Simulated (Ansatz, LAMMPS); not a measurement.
**Charge trapping in glassy 21Sc2O3-79SiO2 (mol %) (116 atoms)**

Does an extra electron or hole in glassy 21Sc2O3-79SiO2 (mol %) (116 atoms) stay spread out, or do the atoms trap it?

Method: Kohn-Sham DFT, PBE, PAW (set soft_2), plane waves, in Ansatz 0.2.0.

## Step 1: Set-up

The cell holds 116 atoms: 14 Sc, 27 Si and 75 O. Its edges and angles: a = 11.716 Å, b = 11.716 Å, c = 11.716 Å, α = 90.0°, β = 90.0°, γ = 90.0°. 116 atoms (14 Sc, 27 Si, 75 O) placed at random at 2.6 g/cm³, melted at 4000 K for 10 ps at fixed volume with the Morse and Coulomb pair potential with partial charges (Pedone, Malavasi, Menziani, Cormack and Segre, J. Phys. Chem. B 110, 11780 (2006)). Quenched from 4000 K to 300 K at 100 K/ps and fixed volume, held 10 ps at zero pressure.

What the set-up can't give: The quench rate of 100 K/ps far exceeds what a furnace or splat quench reaches, so expect more defects and frozen-in strain than in a real sample. The starting topology of bonds comes from the classical model, and needn't be the one that DFT or experiment would give. Only the Γ point is sampled, in a cell whose shortest periodic width is 12 Å.

## Step 2: Single point at the start

The forces at the start show how far the geometry lies from a minimum of this functional.

Contents of input.yaml:

```yaml
crystal:
  lattice:
    - [11.71577, 0.0, 0.0]
    - [0.0, 11.71577, 0.0]
    - [0.0, 0.0, 11.71577]
  atoms:
    - { symbol: Sc, position: [0.11519, 0.42398, 0.58587] }
    - { symbol: Sc, position: [0.40012, 0.76424, 0.76438] }
    - { symbol: Sc, position: [0.10685, 0.65105, 0.40875] }
    - { symbol: Sc, position: [0.61648, 0.18905, 0.77569] }
    - { symbol: Sc, position: [0.21956, 0.79932, 0.22794] }
    - { symbol: Sc, position: [0.42108, 0.27691, 0.599] }
    - { symbol: Sc, position: [0.71704, 0.96795, 0.01739] }
    - { symbol: Sc, position: [0.86748, 0.34995, 0.63782] }
    - { symbol: Sc, position: [0.41397, 0.79157, 0.44127] }
    - { symbol: Sc, position: [0.93204, 0.39599, 0.32552] }
    - { symbol: Sc, position: [0.58277, 0.04097, 0.51645] }
    - { symbol: Sc, position: [0.68636, 0.98912, 0.27889] }
    - { symbol: Sc, position: [0.14711, 0.1717, 0.65006] }
    - { symbol: Sc, position: [0.34199, 0.99419, 0.68181] }
    - { symbol: Si, position: [0.82722, 0.19284, 0.44384] }
    - { symbol: Si, position: [0.47055, 0.00576, 0.92332] }
    - { symbol: Si, position: [0.45347, 0.60324, 0.00381] }
    - { symbol: Si, position: [0.33829, 0.57481, 0.56282] }
    - { symbol: Si, position: [0.77164, 0.82332, 0.52479] }
    - { symbol: Si, position: [0.80421, 0.57, 0.9217] }
    - { symbol: Si, position: [0.09842, 0.02443, 0.05322] }
    - { symbol: Si, position: [0.50762, 0.83677, 0.12722] }
    - { symbol: Si, position: [0.26914, 0.17592, 0.92629] }
    - { symbol: Si, position: [0.42285, 0.13619, 0.33947] }
    - { symbol: Si, position: [0.12809, 0.38974, 0.93853] }
    - { symbol: Si, position: [0.91136, 0.81197, 0.30448] }
    - { symbol: Si, position: [0.11309, 0.79775, 0.6795] }
    - { symbol: Si, position: [0.40952, 0.36519, 0.21722] }
    - { symbol: Si, position: [0.0335, 0.56983, 0.7868] }
    - { symbol: Si, position: [0.22971, 0.51492, 0.14333] }
    - { symbol: Si, position: [0.75865, 0.23085, 0.12263] }
    - { symbol: Si, position: [0.98876, 0.05698, 0.28729] }
    - { symbol: Si, position: [0.58323, 0.56066, 0.32389] }
    - { symbol: Si, position: [0.86662, 0.3027, 0.90569] }
    - { symbol: Si, position: [0.6618, 0.6736, 0.71882] }
    - { symbol: Si, position: [0.21122, 0.99632, 0.4279] }
    - { symbol: Si, position: [0.94121, 0.93888, 0.84986] }
    - { symbol: Si, position: [0.54888, 0.36097, 0.00533] }
    - { symbol: Si, position: [0.8014, 0.62067, 0.17707] }
    - { symbol: Si, position: [0.57378, 0.46218, 0.57314] }
    - { symbol: Si, position: [0.82172, 0.04804, 0.65692] }
    - { symbol: O, position: [0.43694, 0.34124, 0.08339] }
    - { symbol: O, position: [0.95912, 0.50116, 0.68927] }
    - { symbol: O, position: [0.00848, 0.31067, 0.91397] }
    - { symbol: O, position: [0.60509, 0.56136, 0.66178] }
    - { symbol: O, position: [0.02475, 0.28616, 0.63625] }
    - { symbol: O, position: [0.6418, 0.8761, 0.15622] }
    - { symbol: O, position: [0.6867, 0.07196, 0.66759] }
    - { symbol: O, position: [0.40032, 0.6387, 0.88002] }
    - { symbol: O, position: [0.54238, 0.50144, 0.99336] }
    - { symbol: O, position: [0.20927, 0.0341, 0.56136] }
    - { symbol: O, position: [0.517, 0.03451, 0.30857] }
    - { symbol: O, position: [0.24089, 0.83366, 0.70834] }
    - { symbol: O, position: [0.22425, 0.12319, 0.78989] }
    - { symbol: O, position: [0.67193, 0.89541, 0.453] }
    - { symbol: O, position: [0.88092, 0.04283, 0.77913] }
    - { symbol: O, position: [0.41491, 0.93066, 0.82422] }
    - { symbol: O, position: [0.64196, 0.30056, 0.09138] }
    - { symbol: O, position: [0.524, 0.66565, 0.3897] }
    - { symbol: O, position: [0.16111, 0.91909, 0.11482] }
    - { symbol: O, position: [0.82645, 0.2245, 0.00417] }
    - { symbol: O, position: [0.40124, 0.68997, 0.60605] }
    - { symbol: O, position: [0.40473, 0.81625, 0.22284] }
    - { symbol: O, position: [0.72873, 0.09524, 0.15074] }
    - { symbol: O, position: [0.42416, 0.24482, 0.26952] }
    - { symbol: O, position: [0.71421, 0.12665, 0.40622] }
    - { symbol: O, position: [0.28071, 0.41644, 0.22262] }
    - { symbol: O, position: [0.39046, 0.11881, 0.94782] }
    - { symbol: O, position: [0.04192, 0.7838, 0.30437] }
    - { symbol: O, position: [0.82556, 0.88811, 0.91642] }
    - { symbol: O, position: [0.11773, 0.47388, 0.83795] }
    - { symbol: O, position: [0.43988, 0.9274, 0.5501] }
    - { symbol: O, position: [0.17441, 0.62868, 0.20912] }
    - { symbol: O, position: [0.17868, 0.12454, 0.01212] }
    - { symbol: O, position: [0.78378, 0.61087, 0.04845] }
    - { symbol: O, position: [0.93454, 0.15666, 0.35746] }
    - { symbol: O, position: [0.23714, 0.53074, 0.63465] }
    - { symbol: O, position: [0.24766, 0.28804, 0.5714] }
    [... 32 atom lines left out ...]
    - { symbol: O, position: [0.46849, 0.17531, 0.47002] }
    - { symbol: O, position: [0.68251, 0.59558, 0.24533] }
    - { symbol: O, position: [0.43262, 0.46375, 0.55587] }
    - { symbol: O, position: [0.3374, 0.56973, 0.07629] }
    - { symbol: O, position: [0.09062, 0.68731, 0.753] }
    - { symbol: O, position: [0.73905, 0.61879, 0.81518] }
kpoints:
  mp_grid: { grid: [1, 1, 1] }
hamiltonian:
  xc: pbe
scf:
  occupations: { method: fixed }
output:
  forces: true
```

On the command line:

```bash
$ ansatz run input.yaml --threads 4 --pin off --max-ram 12288MiB --backend cpu --events-out ev --progress --plain --runs-dir out
```

Standard output:

```text
[...]
Pseudopotentials: kind: paw
Pseudopotential: Sc, paw, valence charge 11, recommended cutoff 420 eV (normal), Sc.paw.azcp
Pseudopotential: Si, paw, valence charge 4, recommended cutoff 420 eV (normal), Si.paw.azcp
Pseudopotential: O, paw, valence charge 6, recommended cutoff 420 eV (normal), O.paw.azcp
[... 5 lines on functional and potentials left out ...]
Crystal: 116 atoms, lattice volume = 1608.098 Å³
Basis set: ecut = 420 eV, 31439 PW (Γ), exchange–correlation on 160×160×160 points (8 copies of the dense FFT grid, shifted against one another)
Bands: 472, of which v1, the nominal top of the filled ones, is band 356 counted from 1 (355 counted from 0)
Symmetry: 1 space group operations
Space group: P1 (ITA 1), of the structure as read, at distance tolerance 1.2e-4 Å
k-points: 1
[... 7 lines on functional and potentials left out ...]
Initial density: superposition of atomic densities (neutral atoms: chi_scale 0, normalization atom), corrected by the library's trained network
Initial wavefunctions: pseudopotential atomic-orbital guess
[...]
SCF iter   1: F=—  HF=-89768.324475 eV  |F-HF|=—  |Δ(HF+E_count)|=         —  Δρ=2.67e-3  dr2=1.39e-1  ethr=1.77e-3  ⟨swp⟩=6.0  Hψ=1665  notcnv=0  defer=114
preconditioner: auto → Resta (q_TF=auto, 2.382 Å⁻¹)  ε∞=4.0  [insulator: Δε(μ)=2.448 eV  Ē_g=13.150 eV  n_scr=364 (ndim 8)  ℏωp=22.7 eV  f_vac=0.166  ε∞_Penn≈4.0]
SCF iter   2: F=—  HF=-89768.271946 eV  |F-HF|=—  |Δ(HF+E_count)|=   5.25e-2  Δρ=1.38e-3  dr2=3.05e-2  ethr=1.96e-5  ⟨swp⟩=2.0  Hψ=732  notcnv=0  defer=114
SCF iter   3: F=—  HF=-89768.275345 eV  |F-HF|=—  |Δ(HF+E_count)|=   3.40e-3  Δρ=6.53e-4  dr2=1.05e-2  ethr=4.28e-6  ⟨swp⟩=3.0  Hψ=613  notcnv=0  defer=109
automatic band count: iteration 3 solves 467 bands in place of 472: the levels show a gap, and the empty bands left out lie too high to hold charge; the band table lists the bands solved (type scf.n_extra_bands for more)
SCF iter   4: F=—  HF=-89768.275324 eV  |F-HF|=—  |Δ(HF+E_count)|=   2.12e-5  Δρ=2.29e-4  dr2=1.21e-3  ethr=1.48e-6  ⟨swp⟩=2.0  Hψ=610  notcnv=0  defer=109
SCF iter   5: F=—  HF=-89768.275333 eV  |F-HF|=—  |Δ(HF+E_count)|=   9.45e-6  Δρ=1.46e-4  dr2=3.61e-4  ethr=1.70e-7  ⟨swp⟩=2.0  Hψ=608  notcnv=0  defer=108
[...]
SCF iter   9: F=—  HF=-89768.275128 eV  |F-HF|=—  |Δ(HF+E_count)|=   1.27e-6  Δρ=6.64e-6  dr2=6.91e-7  ethr=2.65e-10  ⟨swp⟩=2.0  Hψ=702  notcnv=0  defer=107
SCF iter  10: F=-89768.275128 eV  HF=-89768.275128 eV  |F-HF|=3.31e-8  |Δ(HF+E_count)|=   3.19e-8  Δρ=1.91e-6  dr2=6.18e-8  ethr=1.40e-11  ⟨swp⟩=3.0  Hψ=1483  notcnv=0
SCF 1 converged in 10 iterations: F = -89768.275128 eV  dr2 = 6.18e-8
[...]
SCF converged after 10 iterations
Free energy (F): -89768.275128 eV
Harris-Foulkes:  -89768.275128 eV  (|F-HF|=3.31e-8)
Internal energy: -89768.275128 eV  (E = F + TS)
E sigma→0 (E₀):  -89768.275128 eV
Fermi energy:    4.369455 eV
--- Per-component energies (eV) ---
[...]
Σ components = -89768.275128   (vs F -89768.275128, Δ=0.00e0)
--- Forces (eV/Å), atoms counted from 1 ---
  atom   1  Sc     1.31760843     0.53855760    -0.01459677
  atom   2  Sc     1.04205354    -2.62464064     0.94267130
  atom   3  Sc     0.97713051     0.17012717     1.59625018
  atom   4  Sc    -1.25428652     1.03148075     0.30383048
[...]
atom 116  O     -0.00041147     0.01242806     0.96138535
  max |Σ_I F_I| component: 1.09e-4 eV/Å
```

Elapsed: 55 s, on 4 threads of Intel Xeon at 2.80GHz (Skylake/Cascade Lake), shared host; peak memory 2.1 GiB.

The column dr2 measures how far the density is from self-consistency, as an energy; F and HF (Harris–Foulkes) agree once it is small.

The r.m.s. force at the start is 1.3 eV/Å.

## Step 3: Relaxation

With the cell held, the atoms are moved downhill towards a nearby minimum.

Contents of input.yaml:

```yaml
crystal:
  lattice:
    - [11.71577, 0.0, 0.0]
    - [0.0, 11.71577, 0.0]
    - [0.0, 0.0, 11.71577]
  atoms:
    [... the 116 atom lines of step 2 ...]
kpoints:
  mp_grid: { grid: [1, 1, 1] }
hamiltonian:
  xc: pbe
scf:
  occupations: { method: fixed }
output:
  forces: true
relax:
  f_tol: 0.05
  max_steps: 120
```

Standard output:

```text
[...]
Crystal: 116 atoms, lattice volume = 1608.098 Å³
Basis set: ecut = 420 eV, 31439 PW (Γ), exchange–correlation on 160×160×160 points (8 copies of the dense FFT grid, shifted against one another)
Bands: 472, of which v1, the nominal top of the filled ones, is band 356 counted from 1 (355 counted from 0)
Symmetry: 1 space group operations
[...]
k-points: 1
[...]
SCF iter   1: F=—  HF=-89768.324477 eV  |F-HF|=—  |Δ(HF+E_count)|=         —  Δρ=2.67e-3  dr2=1.39e-1  ethr=1.77e-3  ⟨swp⟩=6.0  Hψ=1665  notcnv=0  defer=114
[...]
SCF iter   7: F=-89768.275122 eV  HF=-89768.275124 eV  |F-HF|=1.98e-6  |Δ(HF+E_count)|=   1.17e-5  Δρ=2.69e-5  dr2=1.21e-5  ethr=8.78e-9  ⟨swp⟩=4.0  Hψ=1191  notcnv=0
SCF 1 converged in 7 iterations: F = -89768.275122 eV  dr2 = 1.21e-5
[...]
relax step   1: F+E_penalty+E_count = -89768.27512230 eV  Δ(F+E_penalty+E_count) = +0.000e0 eV  max|allowed force component| = 4.715e0 eV/Å  Δτ_max = 0.0000 Å  (7 SCF iters, dr2 threshold 6.25e-5 eV, accepted)
[... from here on, the SCF cycles and remarks between the steps are left out ...]
relax step   2: F+E_penalty+E_count = -89773.13579375 eV  Δ(F+E_penalty+E_count) = -4.861e0 eV  max|allowed force component| = 3.117e0 eV/Å  Δτ_max = 0.1463 Å  (7 SCF iters, dr2 threshold 1.00e-4 eV, accepted)
relax step   3: F+E_penalty+E_count = -89775.86220486 eV  Δ(F+E_penalty+E_count) = -2.726e0 eV  max|allowed force component| = 8.572e-1 eV/Å  Δτ_max = 0.2000 Å  (7 SCF iters, dr2 threshold 1.00e-4 eV, accepted)
relax step   4: F+E_penalty+E_count = -89776.51935301 eV  Δ(F+E_penalty+E_count) = -6.571e-1 eV  max|allowed force component| = 4.740e-1 eV/Å  Δτ_max = 0.2000 Å  (8 SCF iters, dr2 threshold 5.56e-5 eV, accepted)
relax step   5: F+E_penalty+E_count = -89776.50100200 eV  Δ(F+E_penalty+E_count) = +1.835e-2 eV  max|allowed force component| = 8.033e-1 eV/Å  Δτ_max = 0.2000 Å  (8 SCF iters, dr2 threshold 1.70e-5 eV, rejected (line search))
relax step   6: F+E_penalty+E_count = -89776.71386683 eV  Δ(F+E_penalty+E_count) = -1.945e-1 eV  max|allowed force component| = 1.894e-1 eV/Å  Δτ_max = 0.0976 Å  (11 SCF iters, accepted)
relax step   7: F+E_penalty+E_count = -89776.76992955 eV  Δ(F+E_penalty+E_count) = -5.606e-2 eV  max|allowed force component| = 9.779e-2 eV/Å  Δτ_max = 0.1000 Å  (7 SCF iters, dr2 threshold 5.73e-6 eV, accepted)
relax step   8: F+E_penalty+E_count = -89776.79242518 eV  Δ(F+E_penalty+E_count) = -2.250e-2 eV  max|allowed force component| = 1.642e-1 eV/Å  Δτ_max = 0.1472 Å  (10 SCF iters, accepted)
relax step   9: F+E_penalty+E_count = -89776.80015501 eV  Δ(F+E_penalty+E_count) = -7.730e-3 eV  max|allowed force component| = 1.328e-1 eV/Å  Δτ_max = 0.0435 Å  (6 SCF iters, dr2 threshold 7.19e-6 eV, accepted)
relax step  10: F+E_penalty+E_count = -89776.79917458 eV  Δ(F+E_penalty+E_count) = +9.804e-4 eV  max|allowed force component| = 1.547e-1 eV/Å  Δτ_max = 0.1072 Å  (7 SCF iters, dr2 threshold 1.15e-5 eV, rejected (line search))
relax step  11: F+E_penalty+E_count = -89776.81561429 eV  Δ(F+E_penalty+E_count) = -1.546e-2 eV  max|allowed force component| = 6.611e-2 eV/Å  Δτ_max = 0.0536 Å  (10 SCF iters, accepted)
relax step  12: F+E_penalty+E_count = -89776.82051620 eV  Δ(F+E_penalty+E_count) = -4.902e-3 eV  max|allowed force component| = 6.478e-2 eV/Å  Δτ_max = 0.0831 Å  (9 SCF iters, accepted)
relax step  13: F+E_penalty+E_count = -89776.82239278 eV  Δ(F+E_penalty+E_count) = -1.877e-3 eV  max|allowed force component| = 1.028e-1 eV/Å  Δτ_max = 0.0201 Å  (9 SCF iters, accepted)
relax step  14: F+E_penalty+E_count = -89776.81699485 eV  Δ(F+E_penalty+E_count) = +5.398e-3 eV  max|allowed force component| = 1.830e-1 eV/Å  Δτ_max = 0.1859 Å  (7 SCF iters, dr2 threshold 1.01e-5 eV, rejected (line search))
relax step  15: F+E_penalty+E_count = -89776.82589877 eV  Δ(F+E_penalty+E_count) = -3.506e-3 eV  max|allowed force component| = 4.054e-2 eV/Å  Δτ_max = 0.0410 Å  (10 SCF iters, accepted)
relax step  16: F+E_penalty+E_count = -89776.82727433 eV  Δ(F+E_penalty+E_count) = -1.376e-3 eV  max|allowed force component| = 5.574e-2 eV/Å  Δτ_max = 0.0582 Å  (9 SCF iters, accepted)
relax step  17: F+E_penalty+E_count = -89776.82784817 eV  Δ(F+E_penalty+E_count) = -5.738e-4 eV  max|allowed force component| = 2.347e-2 eV/Å  Δτ_max = 0.0068 Å  (7 SCF iters, accepted)
SCF converged after 7 iterations
Free energy (F): -89776.827848 eV
[...]
Internal energy: -89776.827848 eV  (E = F + TS)
E sigma→0 (E₀):  -89776.827848 eV
Fermi energy:    3.696585 eV
[...]
Σ components = -89776.827848   (vs F -89776.827848, Δ=0.00e0)
--- Forces (eV/Å), atoms counted from 1 ---
  atom   1  Sc     0.00183124     0.00192363    -0.00076468
  atom   2  Sc     0.00833638    -0.00170621    -0.00581732
  atom   3  Sc    -0.00009842    -0.01061221     0.00325183
  atom   4  Sc    -0.00538621     0.02346516    -0.00058236
[...]
atom 116  O     -0.00735399    -0.00332172     0.00903615
  max |Σ_I F_I| component: 1.17e-4 eV/Å
--- Relaxed structure (17 steps of the walk, 14 accepted, 0 SCFs on fresh bases) ---
  F+E_penalty+E_count = -89776.82784817 eV   max|allowed force component| = 2.347e-2 eV/Å
  atoms:
    - { symbol: Sc, position: [0.120713, 0.417758, 0.578456] }
    - { symbol: Sc, position: [0.410043, 0.752751, 0.760967] }
    - { symbol: Sc, position: [0.112851, 0.645826, 0.443347] }
    - { symbol: Sc, position: [0.607990, 0.180975, 0.788685] }
[...]
- { symbol: O, position: [0.755022, 0.623629, 0.815531] }
```

Wall time 5.8 min (4 threads); peak memory 2.1 GiB; 20 min of CPU time.

The relaxation converged after 17 steps, 8.55 eV below its start, with a largest force component of 0.023 eV/Å.

(Continued in part 2 of 4.)

[Long decimals in the printed logs are rounded to 6 places.]

[Logs are printed without paths, hosts, clocks, repeated set-up lines and the standing remarks that a program may print on its own settings, such as how far it seeks lower states.]

[Hosts, paths, dates, database ids (printed as entryN), source tags and the programs' standing remarks are cut or masked in the printed files.]
